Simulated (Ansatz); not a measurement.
# Phonon transport in CaO (Lime, Fm-3m), part 2 of 2

How well does the lattice of CaO (Lime) conduct heat?

Experimental results on record:
- thermal conductivity 27 W/m/K near room temperature (given in “Combining the AFLOW GIBBS and Elastic Libraries to efficiently and robustly screen thermo-mechanical properties of solids”, 2017, arXiv:1611.05714)
- thermal conductivity 27 W/m/K near room temperature (given in “Predicting the lattice thermal conductivity of solids by solving the Boltzmann transport equation: AFLOW - AAPL an automated, accurate and efficient framework”, 2017, arXiv:1611.05481)

Ansatz 0.2.0; DFT r2SCAN, scalar-relativistic, plane waves, PAW; PAW set soft_1.

So far. Step 2 (A first coarse run): The start is under -1.3 GPa at this level and looks like an insulator or semiconductor on this mesh. Step 4 (Relaxing to small residual forces and stress): The residual pressure is -0.0028 GPa, small enough for phonons. The relaxed cell has a = 4.795 Å (conventional setting).

### Step 5. Third-order constants and the Boltzmann equation

Pairs of atoms inside the cutoff are displaced in a supercell, the forces give the cubic constants, and these give the three-phonon rates of the Boltzmann equation.

Contents of input.yaml:

```yaml
crystal:
  lattice:
    - [0.0, 2.3977190601, 2.3977190601]
    - [2.3977190601, 0.0, 2.3977190601]
    - [2.3977190601, 2.3977190601, 0.0]
  atoms:
    - { symbol: Ca, position: [0.0, 0.0, 0.0] }
    - { symbol: O, position: [0.5, 0.5, 0.5] }
kpoints:
  mp_grid: { grid: [12, 12, 12] }
hamiltonian:
  xc: r2scan
  pseudopotentials: { kind: paw, azcp: { folder: soft_1 } }
scf:
  occupations: { method: fixed }
  lower_state_search: "off"
output:
  eigenvalues: true
phonons:
  method: fd
  dielectric: true
  qmesh: [6, 6, 6]
  temperatures: { t_max: 1000, t_step: 50 }
  qpath:
    path:
      - [[0.0, 0.0, 0.0], [0.5, 0.0, 0.5], [0.5, 0.25, 0.75], [0.375, 0.375, 0.75], [0.0, 0.0, 0.0], [0.5, 0.5, 0.5], [0.625, 0.25, 0.625], [0.5, 0.25, 0.75], [0.5, 0.5, 0.5], [0.375, 0.375, 0.75]]
      - [[0.625, 0.25, 0.625], [0.5, 0.0, 0.5]]
    npoints: 10
  third_order: { supercell: [3, 3, 3], pair_cutoff: 4.303 }
  lattice_thermal_conductivity:
    qmesh: [23, 23, 23]
    temperatures: [100.0, 150.0, 200.0, 300.0, 400.0, 500.0, 600.0, 800.0]
    isotope_mass_variance:
      - { species: Ca, variance: 0.0002976 }
      - { species: O, variance: 3.359e-05 }
    solution: relaxation_time
```

The run is started by

```
> ansatz run input.yaml --threads 18 --pin off --max-ram 92160MiB --backend cuda --events-out ev --progress --plain --runs-dir out --max-vram 78GiB
```

Numbers of over 12 decimals in the logs are rounded to 6 here.

The program printed:

```text
Warning: phonons.dielectric: true without phonons.rigid_motions: the static dielectric tensor ε⁰ will be withheld (ε∞, Z* and the rows of modes are given); for a crystal or a slab, whose only rigid motions are the translations, set phonons.rigid_motions: translations
[...]
Crystal: 12 atoms, lattice volume = 165.415 Å³
Basis set: ecut = 500 eV, 4233 PW (Γ), FFT grids on a1, a1+a2, 2a1+a3, exchange–correlation on 360×360×360 points (512 copies of the dense FFT grid, shifted against one another)
Bands: 60, of which v1, the nominal top of the filled ones, is band 48 counted from 1 (47 counted from 0)
Symmetry: 24 space group operations
k-points: 94 of 288
[...]
SCF iter   1: F=-14364.563056 eV  HF=-14364.563056 eV  |F-HF|=3.64e-12  |Δ(HF+E_count)|=         —  Δρ=4.87e-8  dr2=3.07e-12  dr2_τ=2.77e-13  ethr=1.00e-12  ⟨swp⟩=3.0  Hψ=14288  notcnv=0
[...]
SCF iter   2: F=-14364.563056 eV  HF=-14364.563056 eV  |F-HF|=3.64e-12  |Δ(HF+E_count)|=    0.00e0  Δρ=2.22e-8  dr2=2.47e-13  dr2_τ=1.31e-13  ethr=1.00e-12  ⟨swp⟩=3.0  Hψ=12523  notcnv=0
SCF 1 converged in 2 iterations: F = -14364.563056 eV  dr2 = 2.47e-13
[...]
SCF iter   2: F=-14364.563056 eV  HF=-14364.563056 eV  |F-HF|=3.64e-12  |Δ(HF+E_count)|=  1.64e-11  Δρ=9.20e-9  dr2=4.62e-14  dr2_τ=8.79e-15  ethr=1.00e-12  ⟨swp⟩=3.0  Hψ=11463  notcnv=0
SCF 2 converged in 2 iterations: F = -14364.563056 eV  dr2 = 4.62e-14
[...]
Crystal: 2 atoms, lattice volume = 27.569 Å³
Basis set: ecut = 500 eV, 725 PW (Γ), exchange–correlation on 100×100×100 points (64 copies of the dense FFT grid, shifted against one another)
Bands: 12, of which v1, the nominal top of the filled ones, is band 8 counted from 1 (7 counted from 0)
Symmetry: 48 space group operations
k-points: 163 of 1728 (irreducible under 8 space group operations, time reversal used)
[...]
SCF iter   1: F=-2394.093882 eV  HF=-2394.093882 eV  |F-HF|=2.23e-11  |Δ(HF+E_count)|=         —  Δρ=6.07e-7  dr2=3.42e-11  dr2_τ=7.30e-12  ethr=1.18e-7  ⟨swp⟩=2.5  Hψ=17764  notcnv=0  defer=285
[...]
SCF 3 converged in 3 iterations: F = -2394.093838 eV  dr2 = 3.94e-12
[...]
symmetry images taken by strict's conditions (phonons.symmetry_images: auto; settled by no image being taken that strict refuses)
  supercell 9 (6 cells, vectors [1, 0, 0], [0, 1, -1], [0, 0, 6] in multiples of the cell's): 2 displaced members by 0.0025 Å; free energy -14364.563056 eV; taken off its force constants: by the sum rule 6.9e-4, by the symmetrisation 2.5e-4 eV/Å²; Γ matrix within 2.0e-4 eV/Å² of supercell 1's
[...]
q = [0.0000, 0.0000, 0.0000] (star 1, supercell 1; hermiticity 9.90e-17, symmetrization 4.64e-6): -0.00 -0.00 -0.00 284.06 284.06 284.06
[...]
joined force constants: q→R imaginary residual 4.18e-19
  density of states and harmonic sums: on the 24×24×24 q-mesh, interpolated from the force constants of a 6×6×6 supercell (with the dipole–dipole term)
  largest difference from the sums on the solved wave vectors: F 3.19e-3 eV, S 4.39e-6 and C_V 1.16e-6 eV/K
  zero-point energy: 0.109757 eV/cell   skipped modes (ω ≤ 0): 3   left out of the sums: 3.62e-5 of the cell's modes: C_V's classical limit lies that fraction below 3 k_B per atom; for a crystal, a wire or a layer, F and S can be off by more, and a phonons.interpolated_qmesh denser along its periods is the remedy for the sampling
--- Third-order force constants: 65 member SCFs in a 3×3×3 supercell (pair cutoff 4.303 Å, amplitude 0.03 Å, SCF threshold 1.00e-9 eV, Σ member SCF iterations 525) ---
[...]
sum-rule residual: 4.986e-1 → 4.082e-15 eV/Å³; symmetrization residual: 8.016e-3 eV/Å³; largest sum-rule correction relative to its orbit: 2.298e-1, on the orbit of the block of home site 0 with site 1 of cell (-2, 0, 0) and site 0 of cell (0, 0, 0), whose norm before the correction was 7.966e-1 eV/Å³
--- Lattice thermal conductivity: 23×23×23 mesh (364 irreducible points), tetrahedron method ---
  three-phonon and isotope scattering only; four-phonon, boundary and, in a metal, phonon-electron scattering are left out
  each conductivity is what the modes' populations carry and what the coherences between them add
  conductivity (a third of the tensor's trace), W/(m K), in the relaxation-time approximation:
       T (K)   relaxation time
      100.00          117.4606
      150.00           64.9032
      200.00           46.2547
      300.00           30.1124
      400.00           22.5556
      500.00           18.1041
      600.00           15.1553
      800.00           11.4803
```

It took 14 min on 1 × NVIDIA GB200 with 18 threads of Arm Neoverse V2, shared host; peak memory 3.6 GiB; 64 min of CPU time.

Numbers from this step:

| Property | Result |
| --- | --- |
| Γ frequencies | 0, 0, 0, 284.1, 284.1, 284.1 cm⁻¹ (negative: imaginary) |
| lowest frequency on the path | 0 cm⁻¹ |
| zero-point energy | 0.1098 eV/cell |
| point group | m-3m |
| highest frequency | 566.2 cm⁻¹ |
| Debye temperature from the second moment | 577 K |
| κ at 300 K (relaxation time) | 30.11 W/m/K |
| dipole term | run |
| mean free path at half of κ | 32.8 nm |
| share of κ above the three lowest branches | 0.084 |
| third-order blocks | 686 |
| periodic aliases dropped | 168 |
| largest relative sum-rule correction | 0.2298 |
| displaced cells, third order | 65 |

LO-TO term included. The phonon branches at the labelled points (cm⁻¹):

```csv
point,branch 1,branch 2,branch 3,branch 4,branch 5,branch 6
Γ,0,0,0,284,284,566
halfway,147,147,238,299,299,494
X,204,204,300,309,309,398
halfway,224,228,293,321,340,384
W,243,269,269,352,352,366
halfway,221,270,281,325,367,376
K,204,274,285,312,372,380
halfway,152,175,257,307,308,515
Γ,0,0,0,284,284,566
halfway,132,132,234,300,300,541
L,183,183,314,314,377,482
halfway,192,222,314,327,351,450
U,204,274,285,312,372,380
halfway,221,270,281,325,367,376
W,243,269,269,352,352,366
halfway,199,229,317,324,346,441
L,183,183,314,314,377,482
halfway,192,222,314,327,351,450
K,204,274,285,312,372,380
jump to U,204,274,285,312,372,380
halfway,205,228,296,310,333,391
X,204,204,300,309,309,398
```

The phonon branches as a text plot (rows in cm⁻¹):

```
    554 |**                    *******
    531 |  *                  *       *
    507 |   *                *         **
    484 |    *              *            **            ***
    460 |     *            *               **         *   **
    436 |      *                                     *
    413 |       *         *                  **     *       *
    389 |        ****   **                     *   *         ****
    366 |            ******              ***  *****   *****  **
    342 |          ****                 *   **   *****     **  *
    318 |       *****  *******         **********   *************
    295 |************   ***** *********       **   **        ****
    271 |     **     ******                   ******         *
    248 |    *      ***      *               *    * *       * *
    224 |          **  *   *  *       *     *   ** ***     *   *
    201 |   *   ***     *** *        *     *****     *** ********
    177 |     **           *** *        ****          ****
    153 |  * *               **     *  *
    130 |   *                 *       *
    106 | **                   **    *
     83 |                       *   *
     59 |**                      * *
     35 |*                       * *
     12 |                         *
         Γ       X    W  K        Γ      L     U  W     L   K|U X
```

Lattice thermal conductivity, RTA xx against temperature:

```csv
temperature (K),"lattice thermal conductivity, RTA xx (W/m/K)"
100,118
150,64.9
200,46.2
300,30.1
400,22.6
500,18.1
600,15.2
800,11.5
```

The modes has structure finer than the step of the table below, so its rows give means over 25 cm⁻¹, whole bins alone (the curve runs from -10 to 592 cm⁻¹). Peaks (cm⁻¹: height): Ca 198.3: 0.0266, 296.7: 0.0229; O 311.9: 0.0656.

Phonopy on the run's constants, 21x21x21 mesh, Gaussian sigma 4.3 cm⁻¹. Modes against wavenumber; means over each step; values in 1/cm⁻¹/cell:

```csv
wavenumber (cm⁻¹),Ca,O
25,8.3e-5,3.2e-5
50,3.5e-4,1.3e-4
75,8.2e-4,2.8e-4
100,0.00171,5.0e-4
125,0.00338,8.1e-4
150,0.00663,0.00113
175,0.0157,0.00134
200,0.0247,0.00147
225,0.0144,8.7e-4
250,0.00976,6.8e-4
275,0.00803,0.00180
300,0.0187,0.0289
325,0.00674,0.0352
350,0.00341,0.0108
375,9.0e-4,0.00287
400,2.7e-4,0.00563
425,3.8e-4,0.00591
450,5.9e-4,0.00629
475,8.8e-4,0.00639
500,0.00101,0.00427
525,9.1e-4,0.00288
550,6.2e-4,0.00167
575,5.5e-5,1.4e-4
```

Distinct triplets, nearest first. Third order norms, by row:

```csv
sites,side 1 (Å),side 2 (Å),side 3 (Å),norm of the 27 components (eV/Å³)
Ca-Ca-Ca,0,0,0,0
O-O-O,0,0,0,0
Ca-O-O,0,2.4,2.4,13.41
Ca-O-Ca,0,2.4,2.4,14.41
Ca-O-O,2.4,2.4,3.39,0.617
Ca-O-Ca,2.4,2.4,3.39,0.426
Ca-Ca-Ca,0,3.39,3.39,3.332
Ca-Ca-Ca,3.39,3.39,3.39,0.129
O-O-O,0,3.39,3.39,1.459
O-O-O,3.39,3.39,3.39,0.176
Ca-O-O,2.4,3.39,4.15,0.208
Ca-O-Ca,2.4,3.39,4.15,0.183
Ca-O-O,0,4.15,4.15,0.676
Ca-O-Ca,0,4.15,4.15,0.834
```

Born charge (rows field, columns displacement) (e), principal values of the symmetric part by kind of site:

```csv
atom,atoms with these values,low,middle,high,mean
Ca1,1,2.33,2.33,2.33,2.33
O2,1,-2.33,-2.33,-2.33,-2.33
```

In full for O2:

```
-2.33  0.00  0.00
 0.00 -2.33  0.00
 0.00  0.00 -2.33
```

RTA, 300 K. Kappa by branch, by row:

```csv
branch (by rank),mean frequency (THz),mean rms speed (km/s),median lifetime (ps),share of kappa
1,5.44,2.06,2.89,0.208
2,6.12,3.13,4,0.384
3,8.5,2.5,2.72,0.323
4,9.39,0.99,1.84,0.012
5,9.86,1.77,2.04,0.047
6,13.77,3.19,0.413,0.026
```

The spectral kappa at 300 K, relaxation time (W/m/K/THz) by frequency; read off at these points:

```csv
frequency (THz),"spectral kappa at 300 K, relaxation time (W/m/K/THz)"
0.25,0
0.75,3.71
1.25,7.14
1.75,3.55
2.25,2.54
2.75,2.19
3.25,2.38
3.75,1.94
4.25,2.56
4.75,2.8
5.25,3.57
5.75,3.58
6.25,4.00
6.75,3.93
7.25,3.02
7.75,2.79
8.25,2.48
8.75,1.96
9.25,1.38
9.75,1.14
10.25,1.21
10.75,0.544
11.25,0.169
11.75,0.306
12.25,0.330
12.75,0.250
13.25,0.232
13.75,0.111
14.25,0.0744
14.75,0.0340
15.25,0.0243
15.75,0.0216
16.25,0.0161
16.75,0.00395
```

Relaxation-time solution. The share of κ carried by shorter paths by mean free path:

```csv
mean free path (nm),100 K,300 K,800 K
0.316,0,0,0.004
0.464,0,0,0.007
0.681,0,0.002,0.014
1,0,0.003,0.028
1.47,0,0.006,0.051
2.15,0,0.014,0.1
3.16,0,0.028,0.17
4.64,0,0.054,0.237
6.81,0.001,0.102,0.336
10,0.004,0.169,0.467
14.7,0.009,0.243,0.599
21.5,0.015,0.355,0.695
31.6,0.027,0.49,0.745
46.4,0.066,0.602,0.771
68.1,0.127,0.686,0.803
100,0.207,0.721,0.823
147,0.281,0.745,0.846
215,0.354,0.784,0.877
316,0.419,0.803,0.882
464,0.474,0.838,0.91
681,0.502,0.869,0.984
1000,0.553,0.869,1
1470,0.607,0.9,1
2150,0.651,1,1
3160,0.758,1,1
4640,0.781,1,1
6810,0.812,1,1
10000,0.827,1,1
14700,1,1,1
```

300 K; a sample spread over frequency. Mode lifetimes, by row, the first 40 of 90 rows:

```csv
q1,q2,q3,branch,frequency (THz),rms speed (km/s),three-phonon rate (1/ps),isotope rate (1/ps),lifetime (ps),mean free path (nm)
0,0,0.0435,1,0.777,4.91,0.0183,7.11e-7,54.7,269
0,0,0.1304,2,2.263,4.48,0.119,1.07e-4,8.43,37.7
0,0.087,-0.1304,2,3.12,4.66,0.0646,4.58e-4,15.4,71.7
0,0.0435,0.1304,3,3.558,7.66,0.236,8.30e-4,4.22,32.3
0.0435,0.1739,-0.1304,1,3.964,3.33,0.576,0.00173,1.73,5.77
0.0435,0.1739,-0.1304,2,4.317,4.52,0.0753,0.0026,12.8,58
0,0,0.3043,1,4.535,2.62,0.456,0.00396,2.17,5.7
0.0435,0.2174,0.3478,1,4.794,2.89,0.214,0.00538,4.56,13.2
0.087,0.2174,0.3478,2,4.95,3.94,0.106,0.00661,8.86,34.9
0.087,0.2609,0.3913,1,5.12,2.78,0.307,0.0092,3.16,8.79
0,0.0435,-0.3913,1,5.26,1.31,0.522,0.0128,1.87,2.45
0,0,0.4348,1,5.369,0.9,0.505,0.0161,1.92,1.73
0,0.087,-0.3478,2,5.447,2.7,0.384,0.019,2.48,6.7
0.0435,0.087,-0.4783,1,5.518,0.54,0.521,0.0249,1.83,0.984
0,0.1304,-0.4348,1,5.604,0.73,0.528,0.0254,1.81,1.33
0.0435,0.2174,-0.3478,1,5.695,1.3,0.503,0.0265,1.89,2.46
0.0435,0.1739,0.4348,2,5.773,3.04,0.379,0.0263,2.47,7.51
0.087,0.2609,-0.4783,1,5.847,1.74,0.321,0.0274,2.87,5
0.1304,0.2609,0.4348,2,5.934,3.72,0.108,0.0267,7.41,27.6
0,0.4348,0.4348,2,5.991,0.87,0.0681,0.027,10.5,9.14
0,0.4348,0.4783,1,6.062,0.58,0.0755,0.029,9.58,5.53
0.087,0.3043,-0.3913,1,6.133,1.59,0.332,0.0368,2.71,4.3
0.0435,0.3913,-0.3913,1,6.21,1.11,0.218,0.0292,4.04,4.47
0.087,0.3913,-0.4348,1,6.33,2.14,0.173,0.0244,5.06,10.8
0,0.1739,-0.3478,2,6.425,3.45,0.285,0.0233,3.25,11.2
0.1304,0.3913,-0.3478,1,6.567,2.3,0.266,0.0215,3.47,7.98
0.0435,0.3913,-0.4783,2,6.709,3.32,0.105,0.0192,8.04,26.7
0.1304,0.2609,-0.4348,2,6.847,2.83,0.297,0.0196,3.15,8.93
0.087,0.2609,-0.3913,2,7.02,2.85,0.341,0.019,2.78,7.93
0.0435,0.2609,-0.3913,2,7.235,3.16,0.333,0.0176,2.85,8.99
0,0.1739,0.3043,3,7.379,4.66,0.232,0.0136,4.06,18.9
0.1304,0.3478,-0.3478,2,7.633,2.4,0.302,0.0182,3.12,7.5
0,0.3913,-0.3913,2,7.866,3.87,0.216,0.0168,4.29,16.6
0,0.1739,0.3478,3,8.073,4.46,0.157,0.00977,6.01,26.8
0.087,0.2609,-0.1739,3,8.398,3.25,0.173,0.0118,5.42,17.6
0.0435,0.1739,0.3913,3,8.559,4.73,0.168,0.0201,5.32,25.1
0,0.0435,-0.087,5,8.647,0.61,0.831,0.0111,1.19,0.726
0.1304,0.4348,-0.3913,3,8.715,0.87,0.525,0.0452,1.75,1.52
0,0.1739,0.3913,3,8.763,4.34,0.195,0.0505,4.08,17.7
0.1304,0.3913,-0.4348,3,8.812,0.57,0.472,0.0828,1.8,1.03
```

Without the LO-TO term. Gamma linewidths, by row:

```csv
branch,frequency (cm⁻¹),three-phonon rate (1/ps),isotope rate (1/ps),FWHM (cm⁻¹)
4,284.1,0.82,0.00575,4.38
5,284.1,0.82,0.00575,4.38
6,284.1,0.82,0.00575,4.38
```

W/m/K, third of the trace; RTA populations with a boundary rate v/L added to each mode (Matthiessen's rule). Kappa by grain size, by row:

```csv
T (K),bulk,10 nm,30 nm,100 nm,300 nm,1000 nm,10000 nm,100000 nm
100,117.4,6.064,14.03,28.84,45.93,65.18,97.71,114.1
300,29.99,8.008,13.32,18.95,22.9,26.02,29.25,29.91
600,14.96,5.996,8.727,11.12,12.65,13.82,14.79,14.94
```

W/m/K, third of the trace; RTA populations with the isotope rates scaled. Kappa by mass disorder, by row:

```csv
T (K),no isotopes,as typed,variance x 3,variance x 10,variance x 30
100,140.2,117.4,100.5,79.73,59.34
300,31.78,29.99,27.46,22.77,17.76
600,15.4,14.96,14.24,12.55,10.24
```

At 300 K the relaxation-time value is 30.1 W/(m K).

### Step 6. Outcome

```yaml
highest_frequency: 566.2 cm⁻¹
debye_temperature_from_the_second_moment: 577 K
kappa_at_300_k_relaxation_time: 30.11 W/m/K
mean_free_path_at_half_of_kappa: 32.8 nm
share_of_kappa_above_the_three_lowest_branches: 0.084
```

What this shows: The lattice of CaO (Lime) conducts 30.1 W/(m K) at 300 K by r2SCAN (mean over directions, relaxation-time solution). Above 300 K the relaxation-time κ falls as T^-0.98, near the 1/T law of three-phonon scattering. Grains of 100 nm would keep 63 % of the bulk value at 300 K, and grains of 1 µm 87 %. Removing the natural isotope disorder raises κ at 300 K by 6 %. A measured thermal conductivity near room temperature is 27 W/m/K (arXiv:1611.05714); the calculated 30.1 W/m/K differs by +12 %. Four-phonon, defect and boundary scattering, which are left out, would lower the calculated value; thermal expansion is left out too. The last run computed the relaxation-time solution alone; it counts normal processes as resistive, so the full solution usually lies higher, most of all in good conductors. The sum rules changed one orbit of cubic constants by up to 23 %; by the manual a large change points to a short cutoff or, on a small and distant orbit, to noisy forces. The conductivities include the coherence part between close branches; the shares for grains, isotopes, branches and paths are of the relaxation-time populations alone. Cubic couplings among atoms farther apart than the pair cutoff are dropped, and neither the cutoff nor the q-mesh was shown to be converged here. The PAW files were made for PBE and are used here under another functional, for which the program regenerates the frozen cores.

[Logs are printed without paths, hosts, clocks, repeated set-up lines and the standing remarks that a program may print on its own settings, such as how far it seeks lower states.]

[Hosts, paths, dates, database ids (printed as entryN), source tags and the programs' standing remarks are cut or masked in the printed files.]

[A step with changed settings may run another functional than the one named; its input shows which.]
